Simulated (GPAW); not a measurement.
# Core-hole calculation of the Be K edge in Be (Beryllium, P6_3/mmc), part 3 of 3

What does one-electron theory with a core hole give for the Be K edge of Be (Beryllium, P6_3/mmc)?

GPAW 26.7.0; X-ray absorption from dipole matrix elements to empty bands, plane-wave PAW PBE.

So far. Step 5 (Spectrum with XCH, Be atom 1): Main maxima below 24 eV (height): 0.9 eV (1.12), 4.9 eV (1.40), 8.1 eV (1.32), 12.6 eV (1.67) and 22.0 eV (0.42).  Step 5 (Spectrum with XCH, Be atom 1): The total-energy difference is 116.54 eV. One term is added: -4.47 eV, since the hole is spin-paired here and a spin-polarised one costs that much less in the free atom (computed apart). The photon energy is then 112.07 eV. The tabulated edge of the element is 111.5 eV.

### Step 8. Spectrum with XCH, Be atom 1

A test of how far the result depends on this setting.

Changed against the first core-hole run: broadening from Gaussian full width 0.9 eV up to 4 eV, rising linearly to 3.5 eV at 25 eV to Gaussian full width 0.5 eV up to 4 eV, rising linearly to 1.5 eV at 25 eV.

xas.py

```python
import numpy as np
from ase import Atoms
from ase.parallel import parprint, paropen
from gpaw import GPAW, PW, FermiDirac, Mixer, MixerDif, setup_paths
from gpaw.test import gen
setup_paths.insert(0, '.')
gen('Be', name='fch1s', xcname='PBE', corehole=(1, 0, 1), write_xml=True)
from gpaw.mpi import world
world.barrier()

atoms = Atoms('Be16',
    cell=[[0, -3.95825571, -3.5842],
     [0, 3.95825571, -3.5842],
     [4.5706, 0, 3.5842]],
    scaled_positions=[[0.66666667, 0.83333333, 0.25],
     [0.16666667, 0.33333333, 0.25],
     [0.91666667, 0.08333333, 0.75],
     [0.54166667, 0.20833333, 0.5],
     [0.29166667, 0.95833333, 0],
     [0.41666667, 0.58333333, 0.75],
     [0.04166667, 0.70833333, 0.5],
     [0.79166667, 0.45833333, 0],
     [0.70833333, 0.04166667, 0],
     [0.20833333, 0.54166667, 0],
     [0.95833333, 0.29166667, 0.5],
     [0.58333333, 0.41666667, 0.25],
     [0.33333333, 0.16666667, 0.75],
     [0.45833333, 0.79166667, 0.5],
     [0.08333333, 0.91666667, 0.25],
     [0.83333333, 0.66666667, 0.75]],
    pbc=True)
atoms.calc = calc = GPAW(legacy_gpaw=True, mode=PW(430, force_complex_dtype=True), xc='PBE', setups={0: 'fch1s'},
    kpts={'size': (6, 6, 6), 'gamma': True}, occupations=FermiDirac(0.1),
    charge=-1, mixer=Mixer(0.1, 5, 50), maxiter=150,
    convergence={'density': 0.0001, 'eigenstates': 1e-6}, txt='scf.txt')
energy = atoms.get_potential_energy() + calc.get_reference_energy()
ef = calc.get_fermi_level()
out = dict(energy=energy, fermi=ef, forces=atoms.get_forces().tolist())
parprint(f'all-electron energy {energy:.4f} eV, Fermi level {ef:.4f} eV')
ev = np.array([[calc.get_eigenvalues(k, s) for k in range(len(calc.get_ibz_k_points()))] for s in range(calc.get_number_of_spins())])
out['homo'], out['lumo'], out['counts'] = ev[ev < ef].max(), ev[ev > ef].min(), sorted(set((ev < ef).sum((0, 2)).tolist()))
out['filled'] = (ev[:, 0] < ef).sum(1).tolist()

from ase.units import Ha
from gpaw.xas import dipole_matrix_elements
nb = int(calc.get_number_of_electrons() / 2) + 80
top, nb = nb, nb + 8 + nb // 12
nscf = calc.fixed_density(kpts={'size': (7, 7, 7), 'gamma': True}, nbands=nb,
    convergence={'bands': top, 'eigenstates': 5e-3}, maxiter=60, txt='nscf.txt')
cell = atoms.cell.array
ops = [cell.T @ U.T @ np.linalg.inv(cell.T) for U in nscf.wfs.kd.symmetry.op_scc]
E = np.arange(-6, 34, 0.1)
fwhm = np.interp(E, [4, 25], [0.5, 1.5])
Y, X, zero, highest = 0, 0, 1e9, 1e9
for spin in range(nscf.get_number_of_spins()):
    wfs = nscf.wfs
    mine = wfs.bd.get_slice()  # this rank's bands
    A = dipole_matrix_elements(wfs.setups[0])
    eps = np.zeros((wfs.kd.nibzkpts, nb))
    d = np.zeros((3, A.shape[1], wfs.kd.nibzkpts, nb), complex)
    for kpt in wfs.kpt_u:
        if kpt.s == spin and 0 in kpt.P_ani:
            eps[kpt.k, mine] = kpt.eps_n * Ha
            d[:, :, kpt.k, mine] = (kpt.weight * wfs.nspins / 2) ** 0.5 * np.inner(A, kpt.P_ani[0])
    world.sum(eps)
    world.sum(d)
    T = np.einsum('amkn,bmkn->abkn', d, d.conj()).real
    T = sum(np.einsum('ai,ijkn,bj->abkn', R, T, R) for R in ops) / len(ops)
    empty = eps > ef
    zero, highest = min(zero, eps[empty].min()), min(highest, eps[:, top - 1].min())
    lines = [(eps, T, empty)] if spin == 0 else lines + [(eps, T, empty)]
for eps, T, empty in lines:
    f = np.einsum('aakn->akn', T).reshape(3, -1)
    x = eps.ravel() - zero
    w = np.interp(x, E, fwhm) / 2.35482
    g = np.exp(-0.5 * ((E[:, None] - x) / w) ** 2) / (w * (2 * np.pi) ** 0.5)
    Y = Y + (f * empty.ravel()) @ g.T
    X = X + (f * ~empty.ravel()) @ g.T
out.update(E=E.round(2).tolist(), xas=Y.tolist(), xes=X.tolist(), zero=zero, valid=highest - zero, nk=len(eps), nb=nb)
for i in range(0, len(E), 10):
    parprint(f'{E[i]:7.2f}', *(f'{v:10.3e}' for v in Y[:, i]))
import json
with paropen('out.json', 'w') as f:
    json.dump(out, f)
```

The run is started by

```console
OMP_NUM_THREADS=1 mpirun -n 4 gpaw python xas.py
```

Numbers of over 12 decimals in the logs are rounded to 6 here.

Log:

```text
Input parameters:
  charge: -1
  convergence: {density: 0.0001,
                eigenstates: 1e-06}
  kpts: {gamma: True,
         size: (6, 6, 6)}
  maxiter: 150
  mixer: {backend: pulay,
          beta: 0.1,
          method: separate,
          nmaxold: 5,
          weight: 50}
  mode: {ecut: 430.0,
         force_complex_dtype: True,
         name: pw}
  occupations: {fixmagmom: False,
[...]
*p    :     0.483020
*d    :     0.000000
--------------------------------

Diagonalizing with gridspacing h=0.050

state   all-electron     PAW
-------------------------------
2s:      -0.663003    -0.663196
2p:      -0.516980    -0.517463
*d:                   -0.086591
*f:                   -0.016912
-------------------------------
all-electron energy -6313.6080 eV, Fermi level 7.9694 eV
[...]
32.00  4.500e-04  4.369e-04  3.740e-04
  33.00  3.954e-04  3.986e-04  4.548e-04
[key lines of the parts left out:]
Converged after 15 iterations.
Dipole moment: (0.008874, 0.096279, -0.158906) |e|*Ang
Free energy:    -70.955290
Fermi level: 7.96942
```

Wall time 2.1 min (4 MPI ranks of AMD EPYC 9R14 (Zen 4), shared host); peak memory 0.66 GiB; 8.3 min of CPU time.

| E (eV) | first run | this run |
| --- | --- | --- |
| -2.0 | 0.00 | 0.00 |
| -1.0 | 0.00 | 0.00 |
| 0.0 | 0.41 | 0.31 |
| 1.0 | 1.10 | 1.24 |
| 2.0 | 0.90 | 1.00 |
| 3.0 | 0.96 | 1.06 |
| 4.0 | 1.03 | 0.89 |
| 5.0 | 1.39 | 1.46 |
| 6.0 | 1.23 | 1.26 |
| 7.0 | 1.20 | 1.16 |
| 8.0 | 1.32 | 1.34 |
| 9.0 | 1.30 | 1.31 |
| 10.0 | 1.21 | 1.18 |
| 11.0 | 1.24 | 1.13 |
| 12.0 | 1.56 | 1.59 |
| 13.0 | 1.62 | 1.81 |
| 14.0 | 1.21 | 1.23 |
| 15.0 | 0.77 | 0.71 |
| 16.0 | 0.51 | 0.43 |
| 17.0 | 0.39 | 0.42 |
| 18.0 | 0.32 | 0.33 |
| 19.0 | 0.26 | 0.18 |
| 20.0 | 0.30 | 0.24 |
| 21.0 | 0.38 | 0.42 |
| 22.0 | 0.42 | 0.52 |
| 23.0 | 0.38 | 0.39 |
| 24.0 | 0.34 | 0.28 |
| 25.0 | 0.33 | 0.28 |
| 26.0 | 0.36 | 0.35 |

Against the first run the r.m.s. difference is 9 %. The highest intensity below 16 eV goes from 12.6 eV (1.67) to 12.6 eV (2.00).

The photon energy of the zero moves by +0.00 eV.

### Step 9. With and without the hole

Both curves are counted from their own zero, so only the shift of weight within the empty states shows.

| E (eV) | no hole | XCH |
| --- | --- | --- |
| -2.0 | 0.00 | 0.00 |
| -1.0 | 0.00 | 0.00 |
| 0.0 | 0.13 | 0.41 |
| 1.0 | 0.34 | 1.10 |
| 2.0 | 0.73 | 0.90 |
| 3.0 | 0.52 | 0.96 |
| 4.0 | 0.58 | 1.03 |
| 5.0 | 0.56 | 1.39 |
| 6.0 | 0.76 | 1.23 |
| 7.0 | 0.86 | 1.20 |
| 8.0 | 0.82 | 1.32 |
| 9.0 | 0.99 | 1.30 |
| 10.0 | 1.01 | 1.21 |
| 11.0 | 1.00 | 1.24 |
| 12.0 | 0.99 | 1.56 |
| 13.0 | 1.21 | 1.62 |
| 14.0 | 1.72 | 1.21 |
| 15.0 | 2.14 | 0.77 |
| 16.0 | 2.06 | 0.51 |
| 17.0 | 1.55 | 0.39 |
| 18.0 | 1.05 | 0.32 |
| 19.0 | 0.68 | 0.26 |
| 20.0 | 0.49 | 0.30 |
| 21.0 | 0.48 | 0.38 |
| 22.0 | 0.56 | 0.42 |
| 23.0 | 0.59 | 0.38 |
| 24.0 | 0.53 | 0.34 |
| 25.0 | 0.45 | 0.33 |
| 26.0 | 0.41 | 0.36 |

With each curve scaled to its own mean, the area from −2 to 6 eV with the hole is 6.4 against 3.2, and the centre of weight from −1 to 20 eV moves by -3.0 eV: the hole pulls the absorber's empty states down.

### Step 10. Summary of results

- absorber and edge: Be K, atom 1 of the ground-state input (counted from 1)
- surroundings: 6 Be at 2.23 Å and 6 Be at 2.29 Å (anticuboctahedral, as in hcp, site symmetry -6m2)
- highest intensity below 16 eV: 12.6 eV above the zero, height 1.67
- photon energy of the zero, with the added terms: 112.1 eV (raw 116.5 eV; uncertain by a few eV)

**Reading.** The Be K edge of atom 1, with 6 Be at 2.23 Å and 6 Be at 2.29 Å (anticuboctahedral, as in hcp, site symmetry -6m2), has its highest intensity of the first 16 eV at 12.6 eV above the zero, near 125 eV in photon energy (uncertain by a few eV), 1.7 times the mean level of the first 20 eV (Gaussian full width 0.9 eV up to 4 eV, rising linearly to 3.5 eV at 25 eV). With each curve scaled to its own mean, the area from −2 to 6 eV with the hole is 6.4 against 3.2, and the centre of weight from −1 to 20 eV moves by -3.0 eV: the hole pulls the absorber's empty states down. A cell with holes 2.3 Å apart changes the curve by 24 % r.m.s. (24 % after the best shift). Changing the broadening from Gaussian full width 0.9 eV up to 4 eV, rising linearly to 3.5 eV at 25 eV to Gaussian full width 0.5 eV up to 4 eV, rising linearly to 1.5 eV at 25 eV alters the shape by 9 % r.m.s., a modest effect on the whole. At the Be K edge of atom 1 polarisation matters most near 5.5 eV, where the curves differ by 0.6 on this scale. The holes are only 5.3 Å apart, so the shape is probably not converged with cell size; no larger cell was run here. Lifetime broadening is put in by hand, and intensities beyond about 20 eV depend on it and on the partial waves; weight that the partial waves miss at high energy is lost. The structure is a published determination, not relaxed.

[Banner, clock and machine lines of the logs are left out without a mark of their own.]

[Logs are printed without paths, hosts, clocks, repeated set-up lines and the standing remarks that a program may print on its own settings, such as how far it seeks lower states.]

[Hosts, paths, dates, database ids (printed as entryN), source tags and the programs' standing remarks are cut or masked in the printed files.]

[Lists of maxima count a maximum above −3 eV only where it reaches 4 % of the highest in the window and stands out from its surroundings by 2 % of it (1.5 % where it reaches 55 %); shoulders and weaker maxima are passed over, and of the rest the first, up to two pre-edge ones and the few strongest are named.]
